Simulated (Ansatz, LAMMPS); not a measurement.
## Finding the fault: liquid hydrogen fluoride at 293 K (108 atoms)

Program: Ansatz 0.2.0. The cell: 54 F and 54 H.

input.yaml reads:

```yaml
crystal:
  lattice:
    - [12.10814, 0.0, 0.0]
    - [0.0, 12.10814, 0.0]
    - [0.0, 0.0, 12.10814]
  atoms:
    - { symbol: F, position: [0.00967, 0.41371, 0.78483] }
    - { symbol: H, position: [0.98448, 0.48492, 0.75587] }
    - { symbol: F, position: [0.542, 0.12234, 0.20367] }
    - { symbol: H, position: [0.61342, 0.1607, 0.20189] }
    - { symbol: F, position: [0.30342, 0.65368, 0.21382] }
    - { symbol: H, position: [0.36528, 0.64768, 0.16617] }
    - { symbol: F, position: [0.36211, 0.63352, 0.82533] }
    - { symbol: H, position: [0.30619, 0.65193, 0.87789] }
    - { symbol: F, position: [0.77832, 0.53911, 0.38466] }
    - { symbol: H, position: [0.71389, 0.50752, 0.35154] }
    - { symbol: F, position: [0.13114, 0.68083, 0.65271] }
    - { symbol: H, position: [0.16367, 0.7394, 0.60839] }
    - { symbol: F, position: [0.03372, 0.10472, 0.33066] }
    - { symbol: H, position: [0.05381, 0.0457, 0.27458] }
    - { symbol: F, position: [0.87622, 0.20671, 0.32385] }
    - { symbol: H, position: [0.94736, 0.17029, 0.32906] }
    - { symbol: F, position: [0.00193, 0.61281, 0.34411] }
    - { symbol: H, position: [0.05583, 0.55992, 0.36947] }
    [... 84 atom lines left out ...]
    - { symbol: F, position: [0.71732, 0.20694, 0.20657] }
    - { symbol: H, position: [0.77813, 0.21116, 0.25451] }
    - { symbol: F, position: [0.04584, 0.68694, 0.01841] }
    - { symbol: H, position: [0.02435, 0.62708, 0.06218] }
    - { symbol: F, position: [0.94694, 0.04107, 0.98341] }
    - { symbol: H, position: [0.93798, 0.97421, 0.02819] }
kpoints:
  mp_grid: { grid: [1, 1, 1] }
hamiltonian:
  xc: pbe
scf:
  occupations: { method: fixed }
  eigensolver: { kind: { support_functions: { accuracy: medium, spacing: 0.45 } } }
  max_iter: 60
output:
  forces: true
```

Started as:

```bash
> ansatz run input.yaml --threads 4 --pin off --max-ram 8192MiB --backend cpu --events-out ev --progress --plain --runs-dir out
```

Numbers of over 12 decimals in the logs are rounded to 6 here.

Output:

```text
Warning: scf.eigensolver.kind.support_functions: disabling space-group detection — the functions' gradient is summed over unrotated k-points, so no spatial operation reduces the k-mesh or symmetrises the density; time reversal is kept, so that k and −k are solved as one point where they differ and the mesh holds both, and exact exchange and, on two spinor components, a DFT+U term hold to it where the run has them: [...]
Warning: basis.ecutwfc = 631 eV, auto-derived: no grid that the accuracy of the support functions lays serves the files at the lower one that their records recommend; a deck with other species or settings can derive another value
settings of this run that can trade accuracy for cost: scf.eigensolver.kind.support_functions [...]
Engine: ansatz 0.2.0, x86_64-unknown-linux-gnu
Pseudopotentials: kind: paw
Pseudopotential: F, paw, valence charge 7, recommended cutoff 420 eV (normal), F.paw.azcp
Pseudopotential: H, paw, valence charge 1, recommended cutoff 420 eV (normal), H.paw.azcp
Functional definition: PBE
  parameter kappa = 0.804
  parameter beta = 0.066725
  exchange = pbe_x(kappa = kappa, mu = beta*pi^2/3)
  correlation = pbe_c(beta = beta)
Crystal: 108 atoms, lattice volume = 1775.139 Å³
Basis set: ecut = 631 eV, 63989 PW (Γ), exchange–correlation on 200×200×200 points (8 copies of the dense FFT grid, shifted against one another)
Bands: 260, of which v1, the nominal top of the filled ones, is band 216 counted from 1 (215 counted from 0)
Symmetry: 1 space group operations
k-points: 1
Non-local potential: F, projectors of the file, l = 0: 2, l = 1: 2, l = 2: 1
Non-local potential: H, projectors of the file, l = 0: 2, l = 1: 1
PAW form: soft (Blöchl's): semilocal exchange-correlation on the pseudo side does not see the compensation charge
PAW one-centre angular grid: F, 110 points (default); XC on 64 Gauss nodes
PAW one-centre angular grid: H, 110 points (default); XC on 64 Gauss nodes
Initial density: superposition of atomic densities (chi_scale 0.1, normalization cell, long waves kept (reshape's long-wave potential 0.09 eV rms))
Initial wavefunctions: pseudopotential atomic-orbital guess
Functional: x = pbe(κ = 0.804, μ = 0.219515), c = pbe(β = 0.066725)
SCF iter   1: F=—  HF=-44240.381614 eV  |F-HF|=—  |Δ(HF+E_count)|=         —  Δρ=8.24e-2  dr2=3.12e1  ethr=1.00e-1
preconditioner: auto → Resta (q_TF=auto, 2.156 Å⁻¹)  ε∞=4.4  [insulator: Δε(μ)=8.781 eV  Ē_g=19.878 eV  n_scr=304 (ndim 8)  ℏωp=18.3 eV  f_vac=0.438  ε∞_Penn≈1.8  vacuum switching on, ρ_ref=7.2e-3 e/Å³]
SCF iter   2: F=—  HF=-44319.025989 eV  |F-HF|=—  |Δ(HF+E_count)|=    7.86e1  Δρ=6.22e-2  dr2=4.30e1  ethr=7.22e-3
SCF iter   3: F=—  HF=-44310.437490 eV  |F-HF|=—  |Δ(HF+E_count)|=    8.59e0  Δρ=3.25e-2  dr2=7.84e0  ethr=7.22e-3  κ⁻¹=1.0e0(r=1)
SCF iter   4: F=—  HF=-44308.649835 eV  |F-HF|=—  |Δ(HF+E_count)|=    1.79e0  Δρ=7.07e-3  dr2=5.84e-1  ethr=1.81e-3  κ⁻¹=6.0e-2(r=2)
SCF iter   5: F=—  HF=-44308.718649 eV  |F-HF|=—  |Δ(HF+E_count)|=   6.88e-2  Δρ=2.93e-3  dr2=6.51e-2  ethr=1.35e-4  κ⁻¹=1.4e-3(r=3)
SCF iter   6: F=—  HF=-44308.765090 eV  |F-HF|=—  |Δ(HF+E_count)|=   4.64e-2  Δρ=6.27e-4  dr2=3.36e-3  ethr=1.51e-5  κ⁻¹=1.4e-3(r=3)
SCF iter   7: F=—  HF=-44308.809699 eV  |F-HF|=—  |Δ(HF+E_count)|=   4.46e-2  Δρ=1.63e-4  dr2=3.25e-4  ethr=7.78e-7  κ⁻¹=2.5e-5(r=4)
SCF iter   8: F=—  HF=-44308.817252 eV  |F-HF|=—  |Δ(HF+E_count)|=   7.55e-3  Δρ=1.18e-4  dr2=1.35e-4  ethr=7.53e-8  κ⁻¹=6.2e-6(r=5)
SCF iter   9: F=—  HF=-44308.820676 eV  |F-HF|=—  |Δ(HF+E_count)|=   3.42e-3  Δρ=3.17e-5  dr2=8.99e-6  ethr=3.11e-8  κ⁻¹=1.9e-7(r=6)
SCF iter  10: F=-44308.822728 eV  HF=-44308.822728 eV  |F-HF|=1.40e-7  |Δ(HF+E_count)|=   2.05e-3  Δρ=7.94e-6  dr2=6.61e-7  ethr=2.08e-9
SCF 1 converged in 10 iterations: F = -44308.833159 eV  dr2 = 6.61e-7
[...]
SCF converged after 10 iterations
Stability not checked: this state was not tested for a lower state beside it, because the mixer in use, unlike msr1, does not test its closes by its own steps (another_mixer; see scf.mixing.algorithm and scf.lower_state_search)
Free energy (F): -44308.833159 eV
Harris-Foulkes:  -44308.833160 eV  (|F-HF|=1.40e-7)
Internal energy: -44308.833159 eV  (E = F + TS)
E sigma→0 (E₀):  -44308.833159 eV
Fermi energy:    -5.124080 eV
--- Per-component energies (eV) ---
  E_band       = -5774.627958
  E_kinetic    = 13449.971024
  E_local      = -57084.598132  (includes V_loc(G=0)·N_el)
  E_nonlocal   = 2537.980387
  E_softening  = -51.476193  (part of E_nonlocal)
  E_grid_corr  = -118.171278  (part of E_nonlocal)
  E_hartree    = 22547.354035
  E_xc         = -5214.535602
  E_vxc        = -6695.571606  (∫ρ·V_xc dr)
  E_paw        = -10372.014005  (= ΣΔE_a)
  E_vpaw       = -3077.073866  (= ΣTr[D̂ρ^β])
  E_aug_tail   = 0.016859  (compensation charges beyond the density's cutoff)
  E_ewald      = -10172.997294
  E_smearing   = -0.000000  (= −TS)
  E_closure    = -0.000000  (closes the sum)
  E_support_correction = -0.010431  (second-order, or where that is not computed along the SCF)
  E_support_correction_error = 1.7e-8  (of E_support_correction; not in F)
  Σ components = -44308.833159   (vs F -44308.833159, Δ=0.00e0)
--- Forces (eV/Å), atoms counted from 1 ---
  atom   1  F      5.34125702     2.99915839    -0.94357869
  atom   2  H      1.12530709    -0.22032973     0.32933113
  atom   3  F      5.79517629    -5.48076965     4.61218612
  atom   4  H     -0.55245301    -0.64865916     0.28245990
  atom   5  F      3.16022125    -4.47849213     3.90395645
  atom   6  H     -0.92794567    -0.18157130     0.56785549
  atom   7  F     -5.35001159     0.32081778    -5.29229254
  atom   8  H      0.55714495    -0.25537391    -0.44823749
  atom   9  F      3.62222396     5.23078374    -1.54798756
  atom  10  H      0.11023173     0.42012017     0.42827564
  atom  11  F     -3.61495750     0.87112530    -1.33007467
  atom  12  H      0.36914297    -0.79706364     0.30607565
  atom  13  F      1.43047407     3.37059619    -5.23767010
  atom  14  H     -0.65060942     1.37632230     1.92197610
[...]
atom 107  F      4.11208666     2.83918861     1.12470995
  atom 108  H     -0.55996133     1.58505086    -1.47870580
  max |Σ_I F_I| component: 6.84e1 eV/Å
--- Band table (eV) ---
  k-point 0: bands = ["-29.5193", "-29.4314", "-29.2390", "-29.2294", [... 208 levels ...], "-5.8950", "-5.8446", "-5.5007", "-5.1241", "1.0990", "2.2589", "2.3034", "2.3243", "2.3586", "2.4440", "2.5214", "3.1697"]
  guard bands above this table: 36 of the run's 260 bands (output.publish_guard_bands: true publishes all)
settings of this run that can trade accuracy for cost: scf.eigensolver.kind.support_functions [...]
```

It took 14 s on 4 threads of AMD EPYC 9R45, shared host; peak memory 2 GiB.

Against a sound run (Kohn-Sham DFT, PBE, PAW (set soft_2), plane waves):

* r.m.s. difference of force components: 3336 meV/Å
* longest difference of force vectors: 11260 meV/Å
* force difference over r.m.s. force: 421.1 %
* energy difference: 1949 meV/atom

Q: Name the fault and the fix.

A grid far too coarse: support_functions.accuracy = "medium" and support_functions.spacing = 0.45.

The fix is to leave the spacing at the level's default.

The run converged all the same, so the exit status doesn't show the fault.

[Logs are printed without paths, hosts, clocks, repeated set-up lines and the standing remarks that a program may print on its own settings, such as how far it seeks lower states.]

[Hosts, paths, dates, database ids (printed as entryN), source tags and the programs' standing remarks are cut or masked in the printed files.]
